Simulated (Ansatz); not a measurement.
**How fast states decay through Al3InAs4**

A new crystal, Al3InAs4: structure, gap and complex bands. It is built by putting In for Ga, As for N in the Al3GaN4 structure of space group Pm, with the volume rescaled by atomic radii. The parent structure comes from the Materials Project.

Program: Ansatz 0.2.0. Level of theory: PBE DFT, plane waves, PAW files, in the first sound run; inputs show where later runs differ. Results are calculated unless marked as measured.

The structure was built from a prototype and need not be the compound's stable phase.

## (1) The structure

Symmetry: Pm, No. 6, monoclinic system. Conventional cell: a = 5.774 Å, b = 3.582 Å, c = 6.202 Å, α = 90.00°, β = 90.04°, γ = 90.00°. Nearest to Al lie 4 As at 2.15 to 2.18 Å. Al has 4 As at 2.16 to 2.18 Å nearest. Al has 4 As at 2.17 to 2.18 Å nearest. Nearest to In lie 4 As at 2.22 to 2.25 Å. Nearest to As lie 3 Al at 2.17 Å and 1 In at 2.25 Å. Nearest to As lie 4 Al at 2.18 Å. It derives from Al3GaN4. In for Ga, As for N in the Al3GaN4 structure of space group Pm. Farther neighbours are not listed.

Structure file:

```cif
data_structure
_symmetry_space_group_name_H-M 'Pm'
_symmetry_Int_Tables_number 6
_cell_length_a 5.7742
_cell_length_b 3.5824
_cell_length_c 6.2023
_cell_angle_alpha 90.000
_cell_angle_beta 90.036
_cell_angle_gamma 90.000
_cell_volume 128.30
loop_
_atom_site_label
_atom_site_type_symbol
_atom_site_symmetry_multiplicity
_atom_site_Wyckoff_symbol
_atom_site_fract_x
_atom_site_fract_y
_atom_site_fract_z
_atom_site_occupancy
Al1 Al 1 b 0.50010 0.50000 0.16728 1
Al2 Al 1 b 0.00076 0.50000 0.83496 1
Al3 Al 1 a 0.00089 0.00000 0.33158 1
In1 In 1 a 0.49971 0.00000 0.66616 1
As1 As 1 a 0.11014 0.00000 0.66630 1
As2 As 1 b 0.12259 0.50000 0.16717 1
As3 As 1 b 0.62590 0.50000 0.84128 1
As4 As 1 a 0.62351 0.00000 0.32526 1
```

## (2) Cell and atoms at rest

The substituted atoms don't fit the parent's cell, so cell and atoms relax together. A small smearing keeps the run stable in case the gap closes on the way.

Input file input.yaml:

```yaml
crystal:
  lattice:
    - [5.7742334698, 0.0, 0.0]
    - [0.0, 3.5823948227, 0.0]
    - [-0.0038466275, 0.0, 6.2023166744]
  atoms:
    - { symbol: Al, position: [0.50009873, 0.5, 0.16728039] }
    - { symbol: Al, position: [0.00076357, 0.5, 0.83496431] }
    - { symbol: Al, position: [0.00088655, 0.0, 0.3315828] }
    - { symbol: In, position: [0.49971489, 0.0, 0.66616374] }
    - { symbol: As, position: [0.11013543, 0.0, 0.66629554] }
    - { symbol: As, position: [0.12258652, 0.5, 0.16717386] }
    - { symbol: As, position: [0.62590355, 0.5, 0.84127752] }
    - { symbol: As, position: [0.62350976, 0.0, 0.32526284] }
kpoints:
  mp_grid: { grid: [4, 6, 4] }
scf:
  occupations: { method: gaussian, width: 0.03 }
hamiltonian:
  xc: pbe
output:
  forces: true
  stress: true
relax:
  f_tol: 0.02
  max_steps: 60
  cell: {}
```

Command:

```sh
> ansatz run input.yaml --threads 2 --pin off --max-ram 4096MiB --backend cpu --events-out ev --progress --plain --runs-dir out
```

Numbers of over 12 decimals in the logs are rounded to 6 here.

Log:

```text
Engine: ansatz 0.2.0, aarch64-unknown-linux-gnu
Pseudopotentials: kind: paw
Pseudopotential: Al, paw, valence charge 3, recommended cutoff 420 eV (normal), Al.paw.azcp
Pseudopotential: In, paw, valence charge 13, recommended cutoff 420 eV (normal), In.paw.azcp
Pseudopotential: As, paw, valence charge 15, recommended cutoff 420 eV (normal), As.paw.azcp
Functional definition: PBE
  parameter kappa = 0.804
  parameter beta = 0.066725
  exchange = pbe_x(kappa = kappa, mu = beta*pi^2/3)
  correlation = pbe_c(beta = beta)
Crystal: 8 atoms, lattice volume = 128.299 Å³
Basis set: ecut = 420 eV, 2489 PW (Γ), exchange–correlation on 80×48×90 points (8 copies of the dense FFT grid, shifted against one another)
Bands: 50, of which v1, the nominal top of the filled ones, is band 41 counted from 1 (40 counted from 0)
Symmetry: 2 space group operations
Space group: Pm (ITA 6), of the structure as read, at distance tolerance 5.0e-5 Å
k-points: 40 of 96 (time reversal used)
Non-local potential: Al, projectors of the file, l = 0: 2, l = 1: 2, l = 2: 1
Non-local potential: In, projectors of the file, l = 0: 2, l = 1: 2, l = 2: 2, l = 3: 2
Non-local potential: As, projectors of the file, l = 0: 2, l = 1: 2, l = 2: 3, l = 3: 1
PAW form: soft (Blöchl's): semilocal exchange-correlation on the pseudo side does not see the compensation charge
PAW one-centre angular grid: Al, 110 points (default); XC on 64 Gauss nodes
PAW one-centre angular grid: In, 590 points (default); XC on 64 Gauss nodes
PAW one-centre angular grid: As, 590 points (default); XC on 64 Gauss nodes
Initial density: superposition of atomic densities (neutral atoms: chi_scale 0, normalization atom), corrected by the library's trained network
Initial wavefunctions: pseudopotential atomic-orbital guess
Functional: x = pbe(κ = 0.804, μ = 0.219515), c = pbe(β = 0.066725)
SCF iter   1: F=—  HF=-26627.350708 eV  |F-HF|=—  |Δ(HF+E_count)|=         —  Δρ=1.92e-3  dr2=1.28e-2  ethr=1.77e-3  ⟨swp⟩=8.0  Hψ=8521  notcnv=0  defer=11
preconditioner: auto → Resta (q_TF=auto, 2.532 Å⁻¹)  ε∞=3.8  [insulator: Δε(μ)=0.939 eV  Ē_g=12.587 eV  σ=0.030 eV  W_gap=1.00  n_scr=38 (ndim 8)  ℏωp=21.2 eV  f_vac=0.001  D(μ)=0.00/eV (n_scr^D=0)  ε∞_Penn≈3.8]
SCF iter   2: F=—  HF=-26627.349368 eV  |F-HF|=—  |Δ(HF+E_count)|=   1.34e-3  Δρ=1.13e-3  dr2=3.09e-3  ethr=1.56e-5  ⟨swp⟩=2.1  Hψ=3417  notcnv=0  defer=120
SCF iter   3: F=—  HF=-26627.348821 eV  |F-HF|=—  |Δ(HF+E_count)|=   5.48e-4  Δρ=3.26e-4  dr2=2.71e-4  ethr=3.77e-6  ⟨swp⟩=2.2  Hψ=2888  notcnv=0  defer=120
SCF iter   4: F=—  HF=-26627.348775 eV  |F-HF|=—  |Δ(HF+E_count)|=   4.61e-5  Δρ=1.23e-4  dr2=2.47e-5  ethr=3.31e-7  ⟨swp⟩=2.0  Hψ=3519  notcnv=0  defer=120
SCF iter   5: F=—  HF=-26627.348550 eV  |F-HF|=—  |Δ(HF+E_count)|=   2.24e-4  Δρ=3.58e-5  dr2=2.36e-6  ethr=3.01e-8  ⟨swp⟩=2.0  Hψ=3519  notcnv=0  defer=120
SCF iter   6: F=—  HF=-26627.348550 eV  |F-HF|=—  |Δ(HF+E_count)|=   6.42e-7  Δρ=1.46e-5  dr2=3.66e-7  ethr=2.88e-9  ⟨swp⟩=2.0  Hψ=3519  notcnv=0  defer=120
SCF iter   7: F=-26627.348550 eV  HF=-26627.348550 eV  |F-HF|=2.33e-8  |Δ(HF+E_count)|=   1.57e-7  Δρ=4.92e-6  dr2=3.95e-8  ethr=1.22e-10  ⟨swp⟩=4.0  Hψ=7082  notcnv=0
SCF 1 converged in 7 iterations: F = -26627.348550 eV  dr2 = 3.95e-8
  greatest PAW one-centre occupation: 0.999 electrons in one spin orbital (limit 2), on the As atom at site 6 (counted from 0), in its partial waves of l = 2
relax step   1: F+E_penalty+E_count = -26627.34854980 eV  Δ(F+E_penalty+E_count) = +0.000e0 eV  max|allowed force component| = 2.343e0 eV/Å  Δτ_max = 0.0000 Å  P = +70.676 GPa  Ω = 128.299 Å³  (7 SCF iters, dr2 threshold 1.00e-7 eV, accepted)
Crystal: 8 atoms, lattice volume = 147.109 Å³
Basis set: ecut = 420 eV, 2873 PW (Γ), exchange–correlation on 80×48×90 points (8 copies of the dense FFT grid, shifted against one another)
Initial density: handed on by an earlier stage of this run
Initial wavefunctions: those handed on with the density
iter 1 solved again at ethr=1.98e-4 eV; its pass at ethr=3.10e-3 eV (dr2=1.63e-1 eV) is discarded
SCF iter   1: F=—  HF=-26633.672620 eV  |F-HF|=—  |Δ(HF+E_count)|=         —  Δρ=8.85e-3  dr2=1.63e-1  ethr=1.98e-4  ⟨swp⟩=2.1  Hψ=12116  notcnv=0
preconditioner: auto → Resta (q_TF=auto, 2.475 Å⁻¹)  ε∞=3.8  [insulator: Δε(μ)=1.063 eV  Ē_g=11.903 eV  σ=0.030 eV  W_gap=1.00  n_scr=38 (ndim 8)  ℏωp=19.8 eV  f_vac=0.026  D(μ)=0.00/eV (n_scr^D=0)  ε∞_Penn≈3.8]
SCF iter   2: F=—  HF=-26633.636510 eV  |F-HF|=—  |Δ(HF+E_count)|=   3.61e-2  Δρ=5.06e-3  dr2=4.67e-2  ethr=1.98e-4  ⟨swp⟩=3.6  Hψ=3831  notcnv=0
SCF iter   3: F=—  HF=-26633.634521 eV  |F-HF|=—  |Δ(HF+E_count)|=   1.99e-3  Δρ=1.28e-3  dr2=3.81e-3  ethr=5.69e-5  ⟨swp⟩=3.1  Hψ=3920  notcnv=0
SCF iter   4: F=—  HF=-26633.634823 eV  |F-HF|=—  |Δ(HF+E_count)|=   3.01e-4  Δρ=5.55e-4  dr2=5.58e-4  ethr=4.65e-6  ⟨swp⟩=2.0  Hψ=3989  notcnv=0
SCF iter   5: F=—  HF=-26633.635460 eV  |F-HF|=—  |Δ(HF+E_count)|=   6.37e-4  Δρ=1.95e-4  dr2=8.10e-5  ethr=6.81e-7  ⟨swp⟩=2.0  Hψ=3638  notcnv=0
SCF iter   6: F=—  HF=-26633.635562 eV  |F-HF|=—  |Δ(HF+E_count)|=   1.02e-4  Δρ=5.25e-5  dr2=4.12e-6  ethr=9.88e-8  ⟨swp⟩=2.0  Hψ=3636  notcnv=0
SCF iter   7: F=—  HF=-26633.635568 eV  |F-HF|=—  |Δ(HF+E_count)|=   6.23e-6  Δρ=1.66e-5  dr2=4.50e-7  ethr=9.76e-10  ⟨swp⟩=5.0  Hψ=8474  notcnv=0
SCF iter   8: F=-26633.635568 eV  HF=-26633.635568 eV  |F-HF|=6.20e-8  |Δ(HF+E_count)|=   3.87e-8  Δρ=6.17e-6  dr2=5.36e-8  ethr=5.49e-10  ⟨swp⟩=4.7  Hψ=7141  notcnv=0
SCF 2 converged in 8 iterations: F = -26633.635568 eV  dr2 = 5.36e-8
relax step   2: F+E_penalty+E_count = -26633.63556824 eV  Δ(F+E_penalty+E_count) = -6.287e0 eV  max|allowed force component| = 5.886e-1 eV/Å  Δτ_max = 0.0533 Å  P = +36.023 GPa  Ω = 147.109 Å³  energy of the carried Pulay correction = -6.656e-3 eV  (8 SCF iters, dr2 threshold 8.00e-7 eV, accepted)
Crystal: 8 atoms, lattice volume = 166.724 Å³
Basis set: ecut = 420 eV, 3255 PW (Γ), exchange–correlation on 80×48×90 points (8 copies of the dense FFT grid, shifted against one another)
iter 1 solved again at ethr=1.52e-4 eV; its pass at ethr=3.10e-3 eV (dr2=1.24e-1 eV) is discarded
SCF iter   1: F=—  HF=-26636.743514 eV  |F-HF|=—  |Δ(HF+E_count)|=         —  Δρ=6.63e-3  dr2=1.23e-1  ethr=1.52e-4  ⟨swp⟩=2.5  Hψ=11189  notcnv=0
preconditioner: auto → Resta (q_TF=auto, 2.424 Å⁻¹)  ε∞=3.7  [insulator: Δε(μ)=1.201 eV  Ē_g=11.283 eV  σ=0.030 eV  W_gap=1.00  n_scr=38 (ndim 8)  ℏωp=18.6 eV  f_vac=0.035  D(μ)=0.00/eV (n_scr^D=0)  ε∞_Penn≈3.7]
[...]
SCF iter   6: F=—  HF=-26636.719160 eV  |F-HF|=—  |Δ(HF+E_count)|=   1.00e-4  Δρ=4.00e-5  dr2=3.36e-6  ethr=7.21e-8  ⟨swp⟩=2.0  Hψ=3640  notcnv=0
SCF iter   7: F=—  HF=-26636.719165 eV  |F-HF|=—  |Δ(HF+E_count)|=   4.07e-6  Δρ=1.57e-5  dr2=5.42e-7  ethr=9.76e-10  ⟨swp⟩=5.0  Hψ=8720  notcnv=0
SCF iter   8: F=-26636.719165 eV  HF=-26636.719164 eV  |F-HF|=6.99e-8  |Δ(HF+E_count)|=   2.46e-8  Δρ=5.43e-6  dr2=5.37e-8  ethr=6.61e-10  ⟨swp⟩=5.0  Hψ=8032  notcnv=0
SCF 3 converged in 8 iterations: F = -26636.719165 eV  dr2 = 5.37e-8
relax step   3: F+E_penalty+E_count = -26636.71916457 eV  Δ(F+E_penalty+E_count) = -3.084e0 eV  max|allowed force component| = 2.172e-1 eV/Å  Δτ_max = 0.0152 Å  P = +15.749 GPa  Ω = 166.724 Å³  energy of the carried Pulay correction = -1.270e-2 eV  (8 SCF iters, dr2 threshold 8.00e-7 eV, accepted)
[... from here on, the SCF cycles and remarks between the steps are left out ...]
relax step   4: F+E_penalty+E_count = -26637.84282133 eV  Δ(F+E_penalty+E_count) = -1.124e0 eV  max|allowed force component| = 1.014e-1 eV/Å  Δτ_max = 0.0155 Å  P = +3.823 GPa  Ω = 186.000 Å³  energy of the carried Pulay correction = -1.792e-2 eV  (7 SCF iters, dr2 threshold 8.00e-7 eV, accepted)
relax step   5: F+E_penalty+E_count = -26637.93919445 eV  Δ(F+E_penalty+E_count) = -9.637e-2 eV  max|allowed force component| = 4.703e-2 eV/Å  Δτ_max = 0.0106 Å  P = +0.554 GPa  Ω = 193.287 Å³  energy of the carried Pulay correction = -1.973e-2 eV  (6 SCF iters, dr2 threshold 8.00e-7 eV, accepted)
relax step   6: F+E_penalty+E_count = -26637.94175985 eV  Δ(F+E_penalty+E_count) = -2.565e-3 eV  max|allowed force component| = 4.250e-2 eV/Å  Δτ_max = 0.0073 Å  P = -0.012 GPa  Ω = 194.618 Å³  energy of the carried Pulay correction = -2.006e-2 eV  (5 SCF iters, dr2 threshold 8.00e-7 eV, accepted)
relax step   7: F+E_penalty+E_count = -26637.94207771 eV  Δ(F+E_penalty+E_count) = -3.179e-4 eV  max|allowed force component| = 1.022e-2 eV/Å  Δτ_max = 0.0036 Å  P = +0.001 GPa  Ω = 194.607 Å³  energy of the carried Pulay correction = -2.005e-2 eV  (5 SCF iters, dr2 threshold 1.13e-7 eV, accepted)
relax step   8: F+E_penalty+E_count = -26638.12950008 eV  Δ(F+E_penalty+E_count) = -1.874e-1 eV  max|allowed force component| = 1.280e-2 eV/Å  Δτ_max = 0.0000 Å  P = +1.392 GPa  Ω = 194.607 Å³  stress off target by 1.55e0 GPa  SCF on the basis re-selected at this cell (its energy is not comparable with the rows above)  (8 SCF iters)
relax step   9: F+E_penalty+E_count = -26638.14643767 eV  Δ(F+E_penalty+E_count) = -1.694e-2 eV  max|allowed force component| = 9.050e-3 eV/Å  Δτ_max = 0.0025 Å  P = +0.240 GPa  Ω = 198.058 Å³  energy of the carried Pulay correction = -6.970e-4 eV  (5 SCF iters, dr2 threshold 8.00e-7 eV, accepted)
relax step  10: F+E_penalty+E_count = -26638.14686629 eV  Δ(F+E_penalty+E_count) = -4.286e-4 eV  max|allowed force component| = 3.802e-3 eV/Å  Δτ_max = 0.0010 Å  P = -0.007 GPa  Ω = 198.847 Å³  energy of the carried Pulay correction = -8.714e-4 eV  (5 SCF iters, dr2 threshold 2.14e-7 eV, accepted)
Basis set: ecut = 420 eV, 3909 PW (Γ), exchange–correlation on 96×60×96 points (8 copies of the dense FFT grid, shifted against one another)
iter 1 solved again at ethr=1.72e-7 eV; its pass at ethr=3.10e-3 eV (dr2=1.41e-4 eV) is discarded
SCF iter   1: F=—  HF=-26638.147581 eV  |F-HF|=—  |Δ(HF+E_count)|=         —  Δρ=2.45e-5  dr2=2.08e-7  ethr=1.72e-7  ⟨swp⟩=3.0  Hψ=12920  notcnv=0
preconditioner: auto → Resta (q_TF=auto, 2.354 Å⁻¹)  ε∞=3.6  [insulator: Δε(μ)=1.007 eV  Ē_g=10.495 eV  σ=0.030 eV  W_gap=1.00  n_scr=42 (ndim 8)  ℏωp=17.1 eV  f_vac=0.035  D(μ)=0.00/eV (n_scr^D=0)  ε∞_Penn≈3.6]
SCF iter   2: F=—  HF=-26638.147706 eV  |F-HF|=—  |Δ(HF+E_count)|=   1.24e-4  Δρ=1.25e-5  dr2=6.70e-8  ethr=2.54e-10  ⟨swp⟩=2.5  Hψ=3672  notcnv=0
SCF iter   3: F=—  HF=-26638.147708 eV  |F-HF|=—  |Δ(HF+E_count)|=   1.92e-6  Δρ=4.44e-6  dr2=1.38e-8  ethr=8.17e-11  ⟨swp⟩=2.0  Hψ=2633  notcnv=0
SCF iter   4: F=—  HF=-26638.147708 eV  |F-HF|=—  |Δ(HF+E_count)|=   2.22e-7  Δρ=6.51e-7  dr2=1.57e-9  ethr=1.68e-11  ⟨swp⟩=2.0  Hψ=3040  notcnv=0
SCF iter   5: F=—  HF=-26638.147708 eV  |F-HF|=—  |Δ(HF+E_count)|=   2.79e-9  Δρ=3.41e-7  dr2=4.22e-10  ethr=1.91e-12  ⟨swp⟩=2.0  Hψ=3516  notcnv=0
SCF iter   6: F=-26638.147708 eV  HF=-26638.147708 eV  |F-HF|=3.64e-12  |Δ(HF+E_count)|=   1.27e-9  Δρ=7.78e-8  dr2=2.33e-11  ethr=1.00e-12  ⟨swp⟩=3.0  Hψ=6934  notcnv=0
SCF 11 converged in 6 iterations: F = -26638.147708 eV  dr2 = 2.33e-11
relax step  11: F+E_penalty+E_count = -26638.14770778 eV  Δ(F+E_penalty+E_count) = -8.415e-4 eV  max|allowed force component| = 3.789e-3 eV/Å  Δτ_max = 0.0000 Å  P = -0.009 GPa  Ω = 198.847 Å³  stress off target by 1.74e-2 GPa  SCF on the basis re-selected at this cell (its energy is not comparable with the rows above)  (6 SCF iters)
basis re-selected at this cell: Δ(F+E_penalty+E_count) = -8.415e-4 eV, ΔP = -0.002 GPa vs the last step (what re-selecting the basis moved, of the pressure what is left beyond the Pulay correction that the steps carried, after the strain that the cell walked since its last selection, with what the two solves' SCF thresholds leave and, on support functions, any second-order correction that the steps lacked; it is no measure of the basis error at this ecutwfc). The dense FFT grid was sized anew with the basis: this SCF ran on 48×30×48 points, the steps before it on 45×30×48, so part of this shift can come from that change (see relax.cell in the input reference). [rest of the remark cut]
SCF converged after 6 iterations
Free energy (F): -26638.147708 eV
Harris-Foulkes:  -26638.147708 eV  (|F-HF|=3.64e-12)
Internal energy: -26638.147708 eV  (E = F + TS)
E sigma→0 (E₀):  -26638.147708 eV
Fermi energy:    7.067355 eV
--- Per-component energies (eV) ---
  E_band       = -1146.311181
  E_kinetic    = 722.866557
  E_local      = -9976.123257  (includes V_loc(G=0)·N_el)
  E_nonlocal   = -2283.598255
  E_hartree    = 5140.864740
  E_xc         = -649.770403
  E_vxc        = -501.258322  (∫ρ·V_xc dr)
  E_paw        = -12899.944120  (= ΣΔE_a)
  E_vpaw       = 610.072359  (= ΣTr[D̂ρ^β])
  E_aug_tail   = 0.000054  (compensation charges beyond the density's cutoff)
  E_ewald      = -6692.443024
  E_smearing   = -0.000000  (= −TS)
  E_closure    = 0.000000  (closes the sum)
  Σ components = -26638.147708   (vs F -26638.147708, Δ=0.00e0)
--- Forces (eV/Å), atoms counted from 1 ---
  atom   1  Al     0.00238010     0.00000000    -0.00042852
  atom   2  Al     0.00013157     0.00000000     0.00016427
  atom   3  Al     0.00108725     0.00000000    -0.00067146
  atom   4  In     0.00120408     0.00000000     0.00062047
  atom   5  As    -0.00134285     0.00000000    -0.00010363
  atom   6  As    -0.00223017    -0.00000000     0.00001657
  atom   7  As    -0.00003954    -0.00000000     0.00378937
  atom   8  As    -0.00119591    -0.00000000    -0.00338599
  max |Σ_I F_I| component: 5.47e-6 eV/Å
--- Stress (GPa, compression-positive) ---
       -0.017279       0.000000       0.001771
        0.000000      -0.016035       0.000000
        0.001770       0.000000       0.005485
  P = ⅓ Tr σ = -0.0093 GPa (-0.093 kbar)
--- Relaxed structure (9 steps of the walk, 9 accepted, 2 SCFs on fresh bases) ---
  F+E_penalty+E_count = -26638.14770778 eV   max|allowed force component| = 3.789e-3 eV/Å   (the final SCF, on the basis selected at the relaxed cell)
  cell:  # Å, volume = 198.8469 Å³
    - [6.770165, 0.0, -0.000598246]
    - [0.0, 4.118344, 0.0]
    - [-0.00515269, 0.0, 7.131764]
  atoms:
    - { symbol: Al, position: [0.497784, 0.5, 0.167525] }
    - { symbol: Al, position: [-0.00140221, 0.5, 0.837971] }
    - { symbol: Al, position: [-0.00177526, 0.0, 0.329093] }
    - { symbol: In, position: [0.495520, 0.0, 0.664808] }
    - { symbol: As, position: [0.102704, 0.0, 0.665629] }
    - { symbol: As, position: [0.127740, 0.5, 0.168400] }
    - { symbol: As, position: [0.633647, 0.5, 0.849822] }
    - { symbol: As, position: [0.629382, 0.0, 0.316753] }
```

It took 4.4 min on 2 threads of Arm Neoverse N1, shared host; peak memory 0.61 GiB.

The steps of the relaxation:

```
step  energy less that of the first step (eV)  largest force component (eV/Å)  pressure (GPa)  volume (Å³)
   1                                   0.0000                          2.3427           70.68       128.30
   2                                  -6.2870                          0.5886           36.02       147.11
   3                                  -9.3706                          0.2172           15.75       166.72
   4                                 -10.4943                          0.1014            3.82       186.00
   5                                 -10.5906                          0.0470            0.55       193.29
   6                                 -10.5932                          0.0425           -0.01       194.62
   7                                 -10.5935                          0.0102            0.00       194.61
  8*                                 -10.7810                          0.0128            1.39       194.61
   9                                 -10.7979                          0.0091            0.24       198.06
  10                                 -10.7983                          0.0038           -0.01       198.85
 11*                                 -10.7992                          0.0038           -0.01       198.85
```

Relaxation steps marked * repeat the geometry before them on a plane-wave basis chosen anew for their cell, so energy and pressure can jump there.

Forces are held to the 2 operations that the run works with; a distortion that breaks them can't arise in this run.

```
     cell as run  before  after   change
           a (Å)   5.774  6.770  +17.2 %
           b (Å)   3.582  4.118  +15.0 %
           c (Å)   6.202  7.132  +15.0 %
           β (°)   90.04  90.05   +0.0 %
volume (Å³/atom)   16.04  24.86  +55.0 %
```

The atoms that moved most (Å, as changes of fractional coordinates times the final cell):

```
atom      dx     dy      dz  length
 As7   0.052  0.000   0.061   0.080
 As8   0.040  0.000  -0.061   0.073
 As5  -0.050  0.000  -0.005   0.051
 As6   0.035  0.000   0.009   0.036
 In4  -0.028  0.000  -0.010   0.030
 Al2  -0.015  0.000   0.021   0.026
 Al3  -0.018  0.000  -0.018   0.025
 Al1  -0.016  0.000   0.002   0.016
```

The relaxed structure:

```cif
data_structure
_symmetry_space_group_name_H-M 'P 1'
_symmetry_Int_Tables_number 1
_cell_length_a 6.7702
_cell_length_b 4.1183
_cell_length_c 7.1318
_cell_angle_alpha 90.000
_cell_angle_beta 90.046
_cell_angle_gamma 90.000
_cell_volume 198.85
loop_
_atom_site_label
_atom_site_type_symbol
_atom_site_fract_x
_atom_site_fract_y
_atom_site_fract_z
_atom_site_occupancy
Al1 Al 0.49778 0.50000 0.16752 1
Al2 Al 0.99860 0.50000 0.83797 1
Al3 Al 0.99822 0.00000 0.32909 1
In4 In 0.49552 0.00000 0.66481 1
As5 As 0.10270 0.00000 0.66563 1
As6 As 0.12774 0.50000 0.16840 1
As7 As 0.63365 0.50000 0.84982 1
As8 As 0.62938 0.00000 0.31675 1
```

Numbers from this step:

* free energy: -26638.1477 eV
* Fermi energy: 7.067 eV
* pressure: -0.009276 GPa

The largest force component on a free atom ends at 0.0038 eV/Å.

(Continued in part 2 of 3.)

[Logs are printed without paths, hosts, clocks, repeated set-up lines and the standing remarks that a program may print on its own settings, such as how far it seeks lower states.]

[Hosts, paths, dates, database ids (printed as entryN), source tags and the programs' standing remarks are cut or masked in the printed files.]
